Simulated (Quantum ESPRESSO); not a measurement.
# MoGe2N4, 1 layer, stepped through biaxial strain, part 2 of 7

What law, if any, do the results for MoGe2N4, 1 layer follow against biaxial strain?

Quantum ESPRESSO 7.5; plane-wave DFT, PBE, GBRV ultrasoft pseudopotentials.

So far. Step 2 (Relaxing cell and ions of the reference):  The last row is no step: it is a fresh SCF in the final cell with a new plane-wave basis, +1 meV from the row before.

## Step 3: Relaxing the ions, -4 %

Contents of m0.relax.in:

```
&control
  prefix = 'm0.relax'
  outdir = './out'
  pseudo_dir = './pseudo'
  nstep = 40
  forc_conv_thr = 0.0003
  calculation = 'relax'
  tstress = .true.
/
&system
  ibrav = 0
  nat = 7
  ntyp = 3
  ecutwfc = 50
  ecutrho = 250
  occupations = 'smearing'
  smearing = 'fd'
  degauss = 0.002
/
&electrons
  conv_thr = 1e-09
  mixing_beta = 0.4
  electron_maxstep = 120
  mixing_mode = 'plain'
/
&ions
/
ATOMIC_SPECIES
  N   14.0070  n_pbe_v1.2.uspp.F.UPF
  Ge  72.6300  ge_pbe_v1.4.uspp.F.UPF
  Mo  95.9500  mo_pbe_v1.uspp.F.UPF
CELL_PARAMETERS angstrom
  2.89188192384000 0.00000000000000 0.00000000000000
  -1.44594096192000 2.50444321152000 0.00000000000000
  0.00000000000000 0.00000000000000 22.10909668000000
ATOMIC_POSITIONS crystal
  N   0.000000000000 0.000000000000 0.331145921500
  Ge  0.333333333300 0.666666666700 0.359721922700
  N   0.333333333300 0.666666666700 0.444981946200
  Mo  0.000000000000 0.000000000000 0.500000000000
  N   0.333333333300 0.666666666700 0.555018053800
  Ge  0.333333333300 0.666666666700 0.640278077300
  N   0.000000000000 0.000000000000 0.668854078500
K_POINTS automatic
  12 12 1 0 0 0
```

Launch:

```sh
$ OMP_NUM_THREADS=1 mpirun -n 4 pw.x -nk 4 -in m0.relax.in > m0.relax.out
```

What it wrote:

```text
[banner, memory and clock lines left out]
Program PWSCF v.7.5 starts
[citation notice left out]

[...]
Message from routine setup:
[...]
bravais-lattice index     =            0
     lattice parameter (alat)  =       5.4649  a.u.
     unit-cell volume          =    1080.5860 (a.u.)^3
     number of atoms/cell      =            7
     number of atomic types    =            3
     number of electrons       =        62.00
     number of Kohn-Sham states=           37
     kinetic-energy cutoff     =      50.0000  Ry
     charge density cutoff     =     250.0000  Ry
     scf convergence threshold =      1.0E-09
     mixing beta               =       0.4000
     number of iterations used =            8  plain     mixing
     energy convergence thresh.=      1.0E-04
     force convergence thresh. =      3.0E-04
     Exchange-correlation= SLA  PW   PBE  PBE
                           (   1   4   3   4   0   0   0)
     nstep                     =           40

[...]
PseudoPot. # 1 for N  read from file:
     ./pseudo/n_pbe_v1.2.uspp.F.UPF
     Pseudo is Ultrasoft + core correction, Zval =  5.0
     Generated by new atomic code, or converted to UPF format
     Using radial grid of  729 points,  4 beta functions with:
                l(1) =   0
                l(2) =   0
                l(3) =   1
                l(4) =   1
     Q(r) pseudized with  8 coefficients,  rinner =    0.900   0.900   0.900

     PseudoPot. # 2 for Ge read from file:
     ./pseudo/ge_pbe_v1.4.uspp.F.UPF
     Pseudo is Ultrasoft + core correction, Zval = 14.0
     Generated by new atomic code, or converted to UPF format
     Using radial grid of  873 points,  6 beta functions with:
                l(1) =   0
                l(2) =   0
                l(3) =   1
                l(4) =   1
                l(5) =   2
                l(6) =   2
     Q(r) pseudized with  8 coefficients,  rinner =    1.400   1.400   1.400
                                                       1.400   1.400

     PseudoPot. # 3 for Mo read from file:
     ./pseudo/mo_pbe_v1.uspp.F.UPF
     Pseudo is Ultrasoft + core correction, Zval = 14.0
     Generated by new atomic code, or converted to UPF format
     Using radial grid of  889 points,  6 beta functions with:
                l(1) =   0
                l(2) =   0
                l(3) =   1
                l(4) =   1
                l(5) =   2
                l(6) =   2
     Q(r) pseudized with  6 coefficients,  rinner =    1.000   1.000   1.000
                                                       1.000   1.000

     atomic species   valence    mass     pseudopotential
     N                 5.00    14.00700     N ( 1.00)
     Ge               14.00    72.63000     Ge( 1.00)
     Mo               14.00    95.95000     Mo( 1.00)

     12 Sym. Ops. (no inversion) found

[...]
number of k points=    19  Fermi-Dirac smearing, width (Ry)=  0.0020
[...]
Dense  grid:    72229 G-vectors     FFT dimensions: (  27,  27, 216)

     Smooth grid:    51741 G-vectors     FFT dimensions: (  25,  25, 192)

     Initial potential from superposition of free atoms

     starting charge      61.9972, renormalised to      62.0000

     negative rho (up, down):  1.537E-03 0.000E+00
     Starting wfcs are   47 randomized atomic wfcs

     per-process dynamical memory:    77.5 Mb

     Self-consistent Calculation

     iteration #  1     ecut=    50.00 Ry     beta= 0.40
     Davidson diagonalization with overlap
     ethr =  1.00E-02,  avg # of iterations =  2.1

     negative rho (up, down):  1.402E-03 0.000E+00

     total energy              =    -646.77211971 Ry
     estimated scf accuracy    <       1.98410416 Ry

     iteration #  2     ecut=    50.00 Ry     beta= 0.40
[...]
negative rho (up, down):  1.462E-03 0.000E+00

[...]
total energy              =    -647.15607854 Ry
     estimated scf accuracy    <       0.40288193 Ry

     iteration #  3     ecut=    50.00 Ry     beta= 0.40
[...]
negative rho (up, down):  1.460E-03 0.000E+00

[...]
total energy              =    -647.23651168 Ry
     estimated scf accuracy    <       0.23833537 Ry

     iteration #  4     ecut=    50.00 Ry     beta= 0.40
[...]
negative rho (up, down):  1.514E-03 0.000E+00

[...]
total energy              =    -647.26744137 Ry
     estimated scf accuracy    <       0.01418102 Ry

     iteration #  5     ecut=    50.00 Ry     beta= 0.40
[...]
negative rho (up, down):  1.601E-03 0.000E+00

[...]
total energy              =    -647.26912034 Ry
     estimated scf accuracy    <       0.00507751 Ry

     iteration #  6     ecut=    50.00 Ry     beta= 0.40
[...]
negative rho (up, down):  1.627E-03 0.000E+00

[...]
total energy              =    -647.26933763 Ry
     estimated scf accuracy    <       0.00032691 Ry

[...]
iteration #  9     ecut=    50.00 Ry     beta= 0.40
[...]
negative rho (up, down):  1.631E-03 0.000E+00

[...]
total energy              =    -647.26941058 Ry
     estimated scf accuracy    <       0.00000041 Ry

     iteration # 10     ecut=    50.00 Ry     beta= 0.40
[...]
negative rho (up, down):  1.631E-03 0.000E+00

[...]
total energy              =    -647.26941073 Ry
     estimated scf accuracy    <       0.00000016 Ry

     iteration # 11     ecut=    50.00 Ry     beta= 0.40
[...]
negative rho (up, down):  1.631E-03 0.000E+00

[...]
total energy              =    -647.26941075 Ry
     estimated scf accuracy    <       0.00000001 Ry

     iteration # 12     ecut=    50.00 Ry     beta= 0.40
[...]
negative rho (up, down):  1.631E-03 0.000E+00

[...]
End of self-consistent calculation

          k = 0.0000 0.0000 0.0000 (  6455 PWs)   bands (ev):

   -57.9441 -32.0583 -31.6506 -31.6506 -22.0918 -22.0905 -22.0750 -22.0750
   -22.0750 -22.0750 -21.8263 -21.8263 -21.8263 -21.8263 -16.0060 -15.9447
   -12.7891 -11.2163  -5.6114  -3.2721  -0.8625  -0.8543  -0.8543   0.3083
     0.3083   0.4554   0.4554   0.9076   0.9076   1.2727   3.3530   6.2777
     6.3887   6.6202   6.6202   6.6946   6.6946

          k = 0.0000 0.0962 0.0000 (  6443 PWs)   bands (ev):

   -57.9355 -32.0445 -31.7197 -31.6652 -22.1144 -22.1139 -22.0640 -22.0640
   -22.0496 -22.0488 -21.8323 -21.8323 -21.8270 -21.8270 -15.8765 -15.8182
   -12.6789 -11.2026  -5.4911  -3.2753  -1.0811  -0.7668  -0.7263  -0.3210
    -0.1866   0.1263   0.3032   0.5884   0.7643   1.5132   3.3786   5.9308
     6.2333   6.5768   6.9027   7.0534   7.2532

[...]
the Fermi energy is     4.1243 ev

!    total energy              =    -647.26941075 Ry
     estimated scf accuracy    <          6.6E-10 Ry
     smearing contrib. (-TS)   =      -0.00000000 Ry
     internal energy E=F+TS    =    -647.26941075 Ry

     The total energy is F=E-TS. E is the sum of the following terms:
     one-electron contribution =   -4713.33636703 Ry
     hartree contribution      =    2385.65548707 Ry
     xc contribution           =    -158.29439427 Ry
     ewald contribution        =    1838.70586347 Ry

     convergence has been achieved in  12 iterations

     negative rho (up, down):  1.631E-03 0.000E+00

     Forces acting on atoms (cartesian axes, Ry/au):

     atom    1 type  1   force =     0.00000000    0.00000000   -0.03700018
     atom    2 type  2   force =     0.00000000    0.00000000    0.03928024
     atom    3 type  1   force =     0.00000000    0.00000000   -0.03523145
     atom    4 type  3   force =     0.00000000    0.00000000    0.00000000
     atom    5 type  1   force =     0.00000000    0.00000000    0.03523145
     atom    6 type  2   force =     0.00000000    0.00000000   -0.03928024
     atom    7 type  1   force =     0.00000000    0.00000000    0.03700018

     Total force =     0.091140     Total SCF correction =     0.000050

     Computing stress (Cartesian axis) and pressure

     negative rho (up, down):  1.631E-03 0.000E+00
          total   stress  (Ry/bohr**3)                   (kbar)     P=      109.54
   0.00101706  -0.00000000   0.00000000          149.61       -0.00        0.00
  -0.00000000   0.00101706   0.00000000           -0.00      149.61        0.00
   0.00000000   0.00000000   0.00019975            0.00        0.00       29.38

     BFGS Geometry Optimization
     Energy error            =      8.3E-03 Ry
     Gradient error          =      3.9E-02 Ry/Bohr

     number of scf cycles    =   1
     number of bfgs steps    =   0

     energy             new  =    -647.2694107521 Ry

     new trust radius        =       0.0392802387 bohr
     new conv_thr            =       0.0000000010 Ry

ATOMIC_POSITIONS (crystal)
N                0.0000000000        0.0000000000        0.3302603288
Ge               0.3333333333        0.6666666667        0.3606620881
N                0.3333333333        0.6666666667        0.4441386879
Mo               0.0000000000        0.0000000000        0.5000000000
N                0.3333333333        0.6666666667        0.5558613121
Ge               0.3333333333        0.6666666667        0.6393379119
N                0.0000000000        0.0000000000        0.6697396712

[...]
NEW-OLD atomic charge density approx. for the potential

     negative rho (up, down):  1.705E-03 0.000E+00

     per-process dynamical memory:    85.0 Mb

[...]
!    total energy              =    -647.27348371 Ry
[...]
Total force =     0.029888     Total SCF correction =     0.000046
[...]
number of bfgs steps    =   1
[...]
energy             new  =    -647.2734837065 Ry
[...]
new trust radius        =       0.0190098232 bohr
[...]
!    total energy              =    -647.27419504 Ry
[...]
Total force =     0.021522     Total SCF correction =     0.000054
[...]
number of bfgs steps    =   2
[...]
energy             new  =    -647.2741950405 Ry
[...]
new trust radius        =       0.0209108055 bohr
[...]
!    total energy              =    -647.27477176 Ry
[...]
Total force =     0.017277     Total SCF correction =     0.000023
[...]
number of bfgs steps    =   3
[...]
energy             new  =    -647.2747717573 Ry
[...]
new trust radius        =       0.0313662082 bohr
[...]
!    total energy              =    -647.27544204 Ry
[...]
Total force =     0.013803     Total SCF correction =     0.000006
[...]
number of bfgs steps    =   4
[...]
energy             new  =    -647.2754420398 Ry
[...]
new trust radius        =       0.0470493124 bohr
[...]
!    total energy              =    -647.27603448 Ry
[...]
Total force =     0.010985     Total SCF correction =     0.000049
[...]
number of bfgs steps    =   5
[...]
energy             new  =    -647.2760344788 Ry
[...]
new trust radius        =       0.0191971648 bohr
[...]
!    total energy              =    -647.27616940 Ry
[...]
Total force =     0.007213     Total SCF correction =     0.000048
[...]
number of bfgs steps    =   6
[...]
energy             new  =    -647.2761693962 Ry
[...]
new trust radius        =       0.0060815970 bohr
[...]
Self-consistent Calculation

     iteration #  1     ecut=    50.00 Ry     beta= 0.40
     Davidson diagonalization with overlap
     ethr =  1.00E-06,  avg # of iterations =  3.0

     Threshold (ethr) on eigenvalues was too large:
     Diagonalizing with lowered threshold

     Davidson diagonalization with overlap
     ethr =  1.97E-08,  avg # of iterations =  2.8

     negative rho (up, down):  1.620E-03 0.000E+00

     total energy              =    -647.27620545 Ry
     estimated scf accuracy    <       0.00001322 Ry

[...]
iteration #  9     ecut=    50.00 Ry     beta= 0.40
[...]
negative rho (up, down):  1.627E-03 0.000E+00

[...]
End of self-consistent calculation

          k = 0.0000 0.0000 0.0000 (  6455 PWs)   bands (ev):

   -58.3536 -32.4545 -32.0454 -32.0454 -22.1781 -22.1767 -22.1593 -22.1593
   -22.1592 -22.1592 -21.9426 -21.9426 -21.9426 -21.9426 -15.9293 -15.8591
   -13.0296 -11.5989  -5.8743  -3.5922  -1.0648  -1.0163  -1.0163   0.3438
     0.3438   0.6427   0.6427   0.8313   0.8313   0.9729   2.8868   6.0099
     6.0588   6.0588   6.0714   6.2603   6.2603

          k = 0.0000 0.0962 0.0000 (  6443 PWs)   bands (ev):

   -58.3452 -32.4410 -32.1128 -32.0598 -22.1952 -22.1946 -22.1490 -22.1490
   -22.1405 -22.1398 -21.9485 -21.9485 -21.9433 -21.9433 -15.7989 -15.7318
   -12.9214 -11.5803  -5.7533  -3.6000  -1.2422  -0.9613  -0.8855  -0.1651
    -0.0233   0.1640   0.3751   0.4905   0.6918   1.2078   2.8997   5.4798
     5.8593   6.0199   6.4587   6.7235   6.8346

[...]
the Fermi energy is     3.6310 ev

!    total energy              =    -647.27620662 Ry
     estimated scf accuracy    <          3.5E-12 Ry
     smearing contrib. (-TS)   =      -0.00000000 Ry
     internal energy E=F+TS    =    -647.27620662 Ry

     The total energy is F=E-TS. E is the sum of the following terms:
     one-electron contribution =   -4628.09838575 Ry
     hartree contribution      =    2342.58717762 Ry
     xc contribution           =    -158.13677529 Ry
     ewald contribution        =    1796.37177680 Ry

     convergence has been achieved in   9 iterations

     negative rho (up, down):  1.627E-03 0.000E+00

     Forces acting on atoms (cartesian axes, Ry/au):

     atom    1 type  1   force =     0.00000000   -0.00000000    0.00096650
     atom    2 type  2   force =     0.00000000    0.000000
```

Run time: 2.8 min. Hardware: 4 MPI ranks of Arm Neoverse V2, shared host; peak memory 0.67 GiB.

Relaxation path:

| step | energy less that of the first step (eV) | largest force (eV/Å) |
| --- | --- | --- |
| 1 | 0.0000 | 1.0099 |
| 2 | -0.0554 | 0.4085 |
| 3 | -0.0651 | 0.3116 |
| 4 | -0.0729 | 0.2201 |
| 5 | -0.0821 | 0.1845 |
| 6 | -0.0901 | 0.1701 |
| 7 | -0.0920 | 0.1173 |
| 8 | -0.0925 | 0.0483 |
| 9 | -0.0926 | 0.0056 |

The atoms that moved most (Å):

| atom | dx | dy | dz | length |
| --- | --- | --- | --- | --- |
| N1 | 0.000 | 0.000 | -0.093 | 0.093 |
| N7 | 0.000 | 0.000 | 0.093 | 0.093 |
| N3 | 0.000 | 0.000 | -0.031 | 0.031 |
| N5 | 0.000 | 0.000 | 0.031 | 0.031 |
| Ge2 | 0.000 | 0.000 | -0.023 | 0.023 |
| Ge6 | 0.000 | 0.000 | 0.023 | 0.023 |

The relaxed structure:

```cif
data_structure
_symmetry_space_group_name_H-M 'P 1'
_symmetry_Int_Tables_number 1
_cell_length_a 2.8919
_cell_length_b 2.8919
_cell_length_c 22.1091
_cell_angle_alpha 90.000
_cell_angle_beta 90.000
_cell_angle_gamma 120.000
_cell_volume 160.13
loop_
_atom_site_label
_atom_site_type_symbol
_atom_site_fract_x
_atom_site_fract_y
_atom_site_fract_z
_atom_site_occupancy
N1 N 0.00000 0.00000 0.32695 1
Ge2 Ge 0.33333 0.66667 0.35869 1
N3 N 0.33333 0.66667 0.44357 1
Mo4 Mo 0.00000 0.00000 0.50000 1
N5 N 0.33333 0.66667 0.55643 1
Ge6 Ge 0.33333 0.66667 0.64131 1
N7 N 0.00000 0.00000 0.67305 1
```

The relaxation lowers the energy by 13 meV an atom.

Numbers from this step:

| Property | Result |
| --- | --- |
| free energy | -8806.6415 eV |
| Fermi energy | 3.643 eV |

[end of part 2 of 7]

[Logs are printed without paths, hosts, clocks, repeated set-up lines and the standing remarks that a program may print on its own settings, such as how far it seeks lower states.]

[Hosts, paths, dates, database ids (printed as entryN), source tags and the programs' standing remarks are cut or masked in the printed files.]

[Maps of the electrostatic potential energy from Ansatz leave out the sawtooth potential of an applied field or a dipole correction, so their vacuum need not be flat; planar profiles and work functions include it.]
